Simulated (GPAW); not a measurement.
# An In chain with CO on top of one atom: relaxation, then transmission at several levels, part 2 of 2

How well does an In chain with CO on top of one atom conduct once its atoms have relaxed, and how much do cheaper levels lose?

GPAW 26.7.0; GPAW LCAO, PAW setups; relaxation of the junction within the symmetry of its start, lead ends held (the session's first sound run).

So far, transmission at the Fermi level (one spin): step 3 (double-zeta polarised basis) 1.70; step 4 (basis szp(dzp)) 1.68; step 5 (basis sz(dzp)) 1.73.

### 6. RPBE in the dzp basis: xc = "RPBE"

Back in the dzp basis, the functional changes from PBE to RPBE, to set the spread between functionals beside that between bases.

run.py reads:

```python
import json
import numpy as np
from ase import Atoms
from ase.transport.calculators import TransportCalculator
from gpaw import GPAW, FermiDirac
from gpaw.lcao.tools import get_lcao_hamiltonian
from scipy.linalg import eigh

# The junction with lead layers at both ends, along the third cell vector
device = Atoms(
    ['In', 'In', 'In', 'In', 'In', 'In', 'In', 'C', 'O', 'In', 'In', 'In', 'In', 'In', 'In'],
    positions=[
        [4.50000, 4.50000, 1.47500],
        [4.50000, 4.50000, 4.42500],
        [4.50000, 4.50000, 7.37500],
        [4.50000, 4.50000, 10.32500],
        [4.50000, 4.50000, 13.27500],
        [5.11608, 4.50000, 16.33104],
        [3.92471, 4.50000, 19.17500],
        [6.33496, 4.50000, 19.17500],
        [7.51822, 4.50000, 19.17500],
        [5.11608, 4.50000, 22.01896],
        [4.50000, 4.50000, 25.07500],
        [4.50000, 4.50000, 28.02500],
        [4.50000, 4.50000, 30.97500],
        [4.50000, 4.50000, 33.92500],
        [4.50000, 4.50000, 36.87500]],
    cell=[[9.0, 0.0, 0.0], [0.0, 9.0, 0.0], [0.0, 0.0, 38.35]],
    pbc=True)

# One principal layer of the lead: the first 3 atoms of the device
lead = Atoms(
    ['In', 'In', 'In'],
    positions=[
        [4.50000, 4.50000, 1.47500],
        [4.50000, 4.50000, 4.42500],
        [4.50000, 4.50000, 7.37500]],
    cell=[[9.0, 0.0, 0.0], [0.0, 9.0, 0.0], [0.0, 0.0, 8.85]],
    pbc=True)

settings = dict(mode='lcao', basis='dzp', xc='RPBE', h=0.18,
                occupations=FermiDirac(0.1), maxiter=250,
                mixer=dict(beta=0.1, nmaxold=8, weight=100.0),
                convergence=dict(density=0.0001))
energies = np.arange(-2, 2 + 1e-9, 0.025)
eta = 0.0001
n1, n2 = 1, 1
# k and -k transmit alike, so half of the mesh across the current serves
mesh = [(i, j) for i in range(n1) for j in range(n2) if (i, j) <= (-i % n1, -j % n2)]
weights = np.array([1 if (i, j) == (-i % n1, -j % n2) else 2 for i, j in mesh]) / (n1 * n2)


def ground_state(atoms, size, txt):
    atoms.calc = GPAW(kpts={'size': size, 'gamma': True}, symmetry={'tolerance': 1e-3}, txt=txt, **settings)
    atoms.get_potential_energy()
    return atoms.calc.get_fermi_level()


def blocks(atoms, fermi, points, nz, cells):
    """H - E_F S and S between cell 0 and the cells above it, at each point across the current."""
    kz = np.arange(nz) / nz
    calc = atoms.calc.fixed_density(kpts=[(*k, z) for k in points for z in kz], symmetry='off', txt=None)
    H, S = get_lcao_hamiltonian(calc)
    H = (H - fermi * S).reshape(len(H), len(points), nz, *S.shape[1:])
    S = S.reshape(H.shape[1:])
    phases = [np.exp(-2j * np.pi * kz * R) / nz for R in cells]
    return [(np.einsum('skzij,z->ksij', H, p), np.einsum('kzij,z->kij', S, p)) for p in phases]


def pair(a, b):
    return np.block([[a, b], [b.T.conj(), a]])


def count_channels(h, s, cells, nk=240):
    """Half the number of times that the lead's bands cross each energy, unfolded to its shortest repeat."""
    b = len(h) // cells
    bands = []
    for k in (np.arange(nk + 1) + 0.5) / nk:
        hk, sk = h[:b, :b].copy(), s[:b, :b].copy()
        for R in range(1, cells):
            phase, block = np.exp(2j * np.pi * k * R), slice(R * b, (R + 1) * b)
            hk += h[:b, block] * phase + (h[:b, block] * phase).T.conj()
            sk += s[:b, block] * phase + (s[:b, block] * phase).T.conj()
        w, u = eigh(sk)
        x = u[:, w > 1e-5] / w[w > 1e-5]**0.5  # drop near-dependent combinations
        bands.append(np.r_[eigh(x.T.conj() @ hk @ x, eigvals_only=True), [1e9] * (w <= 1e-5).sum()])
    below = np.array(bands)[:, :, None] < energies
    return (below[1:] != below[:-1]).sum((0, 1)) / 2


fermi_lead = ground_state(lead, (1, 1, 13), 'lead.txt')
fermi_device = ground_state(device, (1, 1, 2), 'device.txt')
T, channels, eigen, tail, misfit, shifts = [], [], [], 0.0, 0.0, []
for first in range(0, len(mesh), 493):
    points = [(i / n1, j / n2) for i, j in mesh[first:first + 493]]
    (H0k, S0k), (H1k, S1k), (H2k, _) = blocks(lead, fermi_lead, points, 5, range(3))
    [(Hk, Sk)] = blocks(device, fermi_device, points, 2, [0])
    tail = max(tail, abs(H2k).max())
    for H0, S0, H1, S1, H, S in zip(H0k, S0k, H1k, S1k, Hk, Sk):
        n = len(S0)
        # Shift the lead onto the potential of the device's first layer
        shift = ((H[:, 0, 0] - H0[:, 0, 0]) / S0[0, 0]).real.mean()
        shifts.append(shift)
        misfit = max(misfit, abs(H[:, :n, :n] - H0 - shift * S0).max())
        Tk, Ck, Ek = [], [], []
        for s in range(len(H)):
            t = s % len(H0)  # a lead without moments serves both spins
            h1, s1 = pair(H0[t] + shift * S0, H1[t] + shift * S1), pair(S0, S1)
            leads = dict(h1=h1, s1=s1, energies=energies, eta=eta, eta1=eta, eta2=eta)
            calc = TransportCalculator(h=H[s], s=S, eigenchannels=3, **leads)
            Tk.append(calc.get_transmission())
            Ek.append(np.sort(calc.eigenchannels_ne, axis=0)[::-1])
            Ck.append(count_channels(h1, s1, 6))
        T.append(Tk)
        channels.append(Ck)
        eigen.append(Ek)
T, channels = np.array(T), np.array(channels)
mean, open_channels = np.einsum('kse,k->se', T, weights), np.einsum('kse,k->se', channels, weights)

print(f'basis functions: device {len(S)}, principal layer {n}')
print(f'Fermi level: lead {fermi_lead:.4f} eV, device {fermi_device:.4f} eV; lead shifted by {np.mean(shifts):.4f} eV')
print(f'largest coupling past the next layer {tail:.2e} eV, largest misfit of the first layer {misfit:.3f} eV')
print('  E-E_F (eV)   ' + 'T (one spin)  channels')
for e, t, c in zip(energies, mean.T, open_channels.T):
    print(f'{e:10.3f}  ', *[f'{x:11.4e}' for x in t], *[f'{x:9.4f}' for x in c])

kT = 8.617333e-5 * 300
fine = np.linspace(energies[0], energies[-1], 4001)
both = np.exp(np.interp(fine, energies, np.log(np.maximum(mean.sum(0) * 2 / len(mean), 1e-30))))
fermi = lambda mu: 1 / (1 + np.exp(np.clip((fine - mu) / kT, -200, 200)))
slope = fermi(0) * (1 - fermi(0)) / kT
G = np.trapezoid(both * slope, fine) / 2
seebeck = -np.trapezoid(both * slope * fine, fine) / (2 * G * 300) * 1e6
print(f'conductance at 300 K: {G:.5g} G0 a cell; thermopower {seebeck:.4g} uV/K')
bias = [0.1, 0.2, 0.5, 1.0, 1.5, 2.0]
current = [38.74 * np.trapezoid(both * (fermi(V / 2) - fermi(-V / 2)), fine) for V in bias]
for V, I in zip(bias, current):
    print(f'current from the zero-bias T(E) at {V} V: {I:.5g} uA')
zero = abs(energies).argmin()
json.dump(dict(energies=energies.tolist(), T=mean.tolist(), channels=open_channels.tolist(), G=G, seebeck=seebeck,
               bias=bias, current=current, tail=tail, misfit=misfit, shift=np.mean(shifts), n_device=len(S), n_lead=n,
               fermi=[fermi_lead, fermi_device], energy=device.get_potential_energy(),
               moments=device.get_magnetic_moments().tolist(), mesh=mesh, weights=weights.tolist(),
               T_k=T[:, :, zero].tolist(), eigen=np.array(eigen[0]).tolist()), open('result.json', 'w'))
```

Command:

```sh
> OMP_NUM_THREADS=1 OPENBLAS_NUM_THREADS=1 python run.py
```

It took 91 s on 1 thread of Arm Neoverse V2, shared host; peak memory 1.9 GiB.

Numbers from this step:

| Property | Result |
| --- | --- |
| conductance | 1.674 G₀ |
| largest coupling past the next principal layer | 1.88e-6 eV |
| largest misfit of the first principal layer | 0.03653 eV |
| shift that aligns the lead | -0.001675 eV |
| basis functions of the junction | 325 |
| basis functions of a principal layer | 69 |
| transmission at the Fermi level (one spin) | 1.693 |

One spin. The transmission, zone mean by energy, zero at the Fermi level:

| energy (eV) | transmission, zone mean |
| --- | --- |
| -2.000 | 0.171 |
| -1.900 | 3.7e-8 |
| -1.800 | 3.0e-9 |
| -1.700 | 1.4e-9 |
| -1.600 | 1.3e-9 |
| -1.500 | 2.4e-9 |
| -1.400 | 9.8e-9 |
| -1.300 | 7.4e-7 |
| -1.200 | 0.728 |
| -1.100 | 0.783 |
| -1.000 | 0.808 |
| -0.900 | 0.830 |
| -0.800 | 0.854 |
| -0.700 | 0.880 |
| -0.600 | 0.909 |
| -0.500 | 0.940 |
| -0.400 | 0.972 |
| -0.300 | 0.997 |
| -0.200 | 0.937 |
| -0.100 | 1.52 |
| 0.000 | 1.69 |
| 0.100 | 1.71 |
| 0.200 | 1.70 |
| 0.300 | 1.72 |
| 0.400 | 1.81 |
| 0.500 | 1.95 |
| 0.600 | 2.13 |
| 0.700 | 2.32 |
| 0.800 | 2.50 |
| 0.900 | 2.64 |
| 1.000 | 2.74 |
| 1.100 | 2.80 |
| 1.200 | 2.85 |
| 1.300 | 2.88 |
| 1.400 | 2.89 |
| 1.425 | 2.89 |
| 1.500 | 2.89 |
| 1.600 | 2.87 |
| 1.700 | 2.82 |
| 1.800 | 2.73 |
| 1.900 | 2.59 |
| 2.000 | 2.38 |

The conductance, 1.67 G₀, lies 0.6 % below that of the dzp run.

### 7. Without the relaxation: geometry = "as built"

The dzp basis with PBE on the structure as first built shows what the relaxation was worth.

Changes to run.py since step 6:

```diff
@@ -17,7 +17,7 @@
         [4.50000, 4.50000, 13.27500],
-        [5.11608, 4.50000, 16.33104],
-        [3.92471, 4.50000, 19.17500],
-        [6.33496, 4.50000, 19.17500],
-        [7.51822, 4.50000, 19.17500],
-        [5.11608, 4.50000, 22.01896],
+        [4.50000, 4.50000, 16.22500],
+        [4.50000, 4.50000, 19.17500],
+        [6.44570, 4.50000, 19.17500],
+        [7.60570, 4.50000, 19.17500],
+        [4.50000, 4.50000, 22.12500],
         [4.50000, 4.50000, 25.07500],
@@ -40,3 +40,3 @@
 
-settings = dict(mode='lcao', basis='dzp', xc='RPBE', h=0.18,
+settings = dict(mode='lcao', basis='dzp', xc='PBE', h=0.18,
                 occupations=FermiDirac(0.1), maxiter=250,
```

The job ended after 97 s (1 thread; peak memory 1.9 GiB).

Numbers from this step:

```
conductance                                 : 1.774 G₀
largest misfit of the first principal layer : 0.01916 eV
shift that aligns the lead                  : 0.001183 eV
transmission at the Fermi level (one spin)  : 1.791
```

The conductance, 1.77 G₀, lies 5.3 % above that of the dzp run.

### 8. All levels side by side

Times are for 1 thread of Arm Neoverse V2, shared host. The series side by side:

| no. | run | conductance (G₀) | time | memory (GiB) |
| --- | --- | --- | --- | --- |
| 1 | dzp | 1.685 | 92 s | 1.9 |
| 2 | szp | 1.661 | 69 s | 1.8 |
| 3 | sz | 1.713 | 48 s | 1.7 |
| 4 | dzp RPBE | 1.674 | 91 s | 1.9 |
| 5 | asbuilt | 1.774 | 97 s | 1.9 |

### 9. Comparison

The curves are compared point by point over the common energies.

This step: comparison of transmission and cost over codes, levels and geometry (GPAW 26.7.0).

Ladder, by row:

| step | code | T at the Fermi level (sum over the listed spins) | conductance (G0) | r.m.s. T(E) from the first | wall time (s) | peak memory (GiB) | threads |
| --- | --- | --- | --- | --- | --- | --- | --- |
| dzp | GPAW | 1.699 | 1.685 | 0 | 91.64 | 1.87 | 1 |
| szp | GPAW | 1.676 | 1.661 | 0.09735 | 68.77 | 1.83 | 1 |
| sz | GPAW | 1.728 | 1.713 | 0.2386 | 48.06 | 1.66 | 1 |
| dzp-RPBE | GPAW | 1.693 | 1.674 | 0.03207 | 91.07 | 1.87 | 1 |
| asbuilt | GPAW | 1.791 | 1.774 | 0.5415 | 97.49 | 1.87 | 1 |

Table of transmission, zone mean, sum over the listed spins by energy, zero at the Fermi level:

| energy (eV) | dzp | szp | sz | dzp-RPBE | asbuilt |
| --- | --- | --- | --- | --- | --- |
| -2.000 | 0.0928 | 4.0e-9 | 0.356 | 0.171 | 0.0372 |
| -1.800 | 1.7e-9 | 4.2e-10 | 2.8e-8 | 3.0e-9 | 5.2e-8 |
| -1.600 | 9.9e-10 | 4.4e-10 | 2.3e-9 | 1.3e-9 | 3.4e-8 |
| -1.400 | 6.9e-9 | 2.7e-9 | 7.4e-9 | 9.8e-9 | 6.1e-8 |
| -1.200 | 0.718 | 0.665 | 0.757 | 0.728 | 0.800 |
| -1.000 | 0.811 | 0.854 | 0.840 | 0.808 | 0.841 |
| -0.800 | 0.857 | 0.893 | 0.872 | 0.854 | 0.853 |
| -0.600 | 0.912 | 0.937 | 0.916 | 0.909 | 0.864 |
| -0.400 | 0.973 | 0.982 | 0.970 | 0.972 | 0.871 |
| -0.275 | 0.999 | 0.999 | 0.998 | 0.999 | 0.873 |
| -0.200 | 0.940 | 0.954 | 0.928 | 0.937 | 0.873 |
| 0.000 | 1.70 | 1.68 | 1.73 | 1.69 | 1.79 |
| 0.200 | 1.72 | 1.71 | 1.75 | 1.70 | 1.88 |
| 0.400 | 1.84 | 1.85 | 1.96 | 1.81 | 1.82 |
| 0.600 | 2.16 | 2.23 | 2.35 | 2.13 | 1.80 |
| 0.800 | 2.51 | 2.57 | 2.58 | 2.50 | 1.82 |
| 1.000 | 2.74 | 2.73 | 2.66 | 2.74 | 1.85 |
| 1.175 | 2.84 | 2.80 | 2.67 | 2.84 | 1.87 |
| 1.200 | 2.85 | 2.80 | 2.67 | 2.85 | 1.87 |
| 1.350 | 2.89 | 2.82 | 2.65 | 2.89 | 1.87 |
| 1.400 | 2.89 | 2.82 | 2.63 | 2.89 | 1.87 |
| 1.425 | 2.89 | 2.81 | 2.62 | 2.89 | 1.86 |
| 1.600 | 2.86 | 2.75 | 2.47 | 2.87 | 1.82 |
| 1.800 | 2.73 | 2.53 | 2.07 | 2.73 | 1.73 |
| 2.000 | 2.37 | 2.03 | 1.73 | 2.38 | 1.62 |

### 10. A varied run

One more run, with changed settings.

This step: GPAW LCAO, PAW setups; Landauer transmission from Green's functions with principal layers (ASE), zero bias (GPAW 26.7.0).

Changes to run.py since step 7:

```diff
@@ -17,7 +17,7 @@
         [4.50000, 4.50000, 13.27500],
-        [4.50000, 4.50000, 16.22500],
-        [4.50000, 4.50000, 19.17500],
-        [6.44570, 4.50000, 19.17500],
-        [7.60570, 4.50000, 19.17500],
-        [4.50000, 4.50000, 22.12500],
+        [5.11608, 4.50000, 16.33104],
+        [3.92471, 4.50000, 19.17500],
+        [6.33496, 4.50000, 19.17500],
+        [7.51822, 4.50000, 19.17500],
+        [5.11608, 4.50000, 22.01896],
         [4.50000, 4.50000, 25.07500],
@@ -41,3 +41,3 @@
 settings = dict(mode='lcao', basis='dzp', xc='PBE', h=0.18,
-                occupations=FermiDirac(0.1), maxiter=250,
+                occupations=FermiDirac(0.1), maxiter=3,
                 mixer=dict(beta=0.1, nmaxold=8, weight=100.0),
```

It took 5.1 s on 1 thread; peak memory 0.49 GiB.

The run stopped without converging, so none of its numbers is a property of the system.

The fault put into the input: too few SCF iterations (maxiter = 3).

### 11. Summary of results

```json
{"conductance": "1.68 G₀", "transmission at the Fermi level, mean of the spins": "1.70", "open channels of the lead there": "3"}
```

What this shows: In the dzp basis the junction conducts 1.68 G₀ at 300 K, with T = 1.70 a spin at the Fermi level; the sz basis reaches that conductance within 10 %. Relaxation moved atoms by up to 0.63 Å and took the conductance from 1.77 to 1.68 G₀, as a ratio a larger change than the step from dzp to the minimal basis. The scatterer reflects about 43 % of the incoming channels at the Fermi level. At the Fermi level the three most open eigenchannels pass 0.88, 0.75 and 0.071. Measured against the first run (dzp), the nearest curve is that of dzp-RPBE (r.m.s. 0.032) and the farthest that of asbuilt (0.54). Over the compared runs wall time goes from 48 s (sz) to 97 s (asbuilt), on a shared host. The leads kept an estimated spacing and the cell its length, so the junction may be under some tension or compression. The geometry comes from the orbital basis, which tends to overbind, and kept the symmetry of the start, so a structure of lower symmetry may lie lower. The run had no spin polarisation, so a magnetic state, which chains and small molecules with open shells often have, wasn't tested. Spin-orbit coupling is left out, which matters for the heavy atoms here. An evenly spaced straight chain is an idealisation: free chains tend to dimerise, zigzag or, where a band edge lies near the Fermi level, turn magnetic. The currents use the zero-bias T(E) throughout, which holds only while the bias is small against the distance to the nearest feature. The thermopower isn't quoted: it samples T(E) farther from the Fermi level than the conductance does, and the energy grid wasn't tested for it.

[Logs are printed without paths, hosts, clocks, repeated set-up lines and the standing remarks that a program may print on its own settings, such as how far it seeks lower states.]

[Hosts, paths, dates, database ids (printed as entryN), source tags and the programs' standing remarks are cut or masked in the printed files.]
